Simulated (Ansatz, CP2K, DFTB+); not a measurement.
# Which run comes nearest? Generalised stacking fault on (111) (shuffle set) of a GaAs-GaSb solid solution (48 atoms)

The cell holds 48 atoms: 24 Ga, 10 Sb and 14 As. Cell: a = 8.267 Å, b = 7.159 Å, c = 20.435 Å, α = 90.0°, β = 82.3°, γ = 90.0°. Zinc-blende GaAs lattice (a = 5.8453 Å, the value set for the mixture), cell with z along [111], 2 x 1 x 2 periods; the third cell vector is tilted by 0.667 of 1/2[1-10] and lengthened by 0 Å, so the cell holds one fault (shuffle set); displaced by a Gaussian of 0.01 Å; 10 of 24 As sites given to Sb at random (lattice constant by Vegard's rule between GaAs and GaSb). Then every atom was moved at random, 0.02 Å r.m.s. a Cartesian component.

Geometry: as built.

The reference, a calculation:

| Quantity | Value |
| --- | --- |
| method | Kohn-Sham DFT, PBE, PAW, plane waves (Ansatz 0.2.0); cutoff 420 eV, Γ point, fermi-dirac smearing of 0.05 eV; PAW set soft_2 |
| r.m.s. force component | 0.694 eV/Å |
| longest force | 2.167 eV/Å |
| pressure | 5.11 GPa |
| SCF cycles | 10 |
| time | 6.4 s on 4 threads of AMD EPYC 9R45, shared host |
| CPU time | 23 s |

**Question.** The same geometry is run in other programs. How far does each lie from the reference, and what does it cost?
- CP2K PBE+D3, DZVP-UZH, 800/60 Ry, diagonalisation (CP2K 2026.2; 2 threads)
- CP2K PBE, DZVP-UZH, 400/60 Ry, diagonalisation (CP2K 2026.2; 2 threads)
- CP2K PBE, DZVP-UZH, 800/60 Ry, diagonalisation (CP2K 2026.2; 2 threads)
- CP2K PBE, TZVP-MOLOPT (SR for Ga, Sb, As), 800/60 Ry, diagonalisation (CP2K 2026.2; 2 threads)

Differences are against the plane-wave reference, forces as r.m.s. over components; share is that over the reference's r.m.s. force, slope the least-squares factor from reference forces to these. Total energies of different programs have different zeros and aren't compared.

```csv
run,"Δ force, r.m.s. (meV/Å)",share (%),slope,Δ pressure (GPa),cores,CPU time,memory (GiB)
reference,-,-,-,-,4,23 s,1.8
"CP2K PBE+D3, DZVP-UZH, 800/60 Ry, diagonalisation",30.0,4.33,1.027,-0.451,2,7.5 min,4.5
"CP2K PBE, DZVP-UZH, 400/60 Ry, diagonalisation (coarse)",372,53.6,1.056,1.52,2,6.9 min,1.9
"CP2K PBE, DZVP-UZH, 800/60 Ry, diagonalisation",29.5,4.25,1.028,0.828,2,7.4 min,4.5
"CP2K PBE, TZVP-MOLOPT (SR for Ga, Sb, As), 800/60 Ry, diagonalisation",28.5,4.11,1.025,0.724,2,6.9 min,4.5
```

Rows marked coarse were listed beforehand as settings not expected to be converged; some can still land near the reference.

CPU time is summed over cores on a shared host, where runs went side by side, so it is rough. Symmetry, cutoffs, thresholds, outputs and thread counts weren't matched or tuned between programs; memory under MPI is the largest rank's times the ranks.

The PBE runs in local orbitals, coarse settings apart, differ by 4.1 % (CP2K PBE, TZVP-MOLOPT (SR for Ga, Sb, As), 800/60 Ry, diagonalisation) to 4.3 % (CP2K PBE, DZVP-UZH, 800/60 Ry, diagonalisation); basis, grid and potentials can all enter. Rows with another functional or a dispersion term differ by 4.3 % (CP2K PBE+D3, DZVP-UZH, 800/60 Ry, diagonalisation), which mixes the change of model with differences of basis and potentials. Runs with settings chosen to be coarse differ by 54 % (CP2K PBE, DZVP-UZH, 400/60 Ry, diagonalisation), their programs' other errors included. None of the electronic-structure runs in the table takes under half the reference's CPU time of 23 s; they take 18 to 19 times as much. The electronic-structure runs sample only Γ, in a cell whose shortest periodic width is 7 Å, which is coarse for a cell with partly filled levels.

[Logs are printed without paths, hosts, clocks, repeated set-up lines and the standing remarks that a program may print on its own settings, such as how far it seeks lower states.]

[Hosts, paths, dates, database ids (printed as entryN), source tags and the programs' standing remarks are cut or masked in the printed files.]
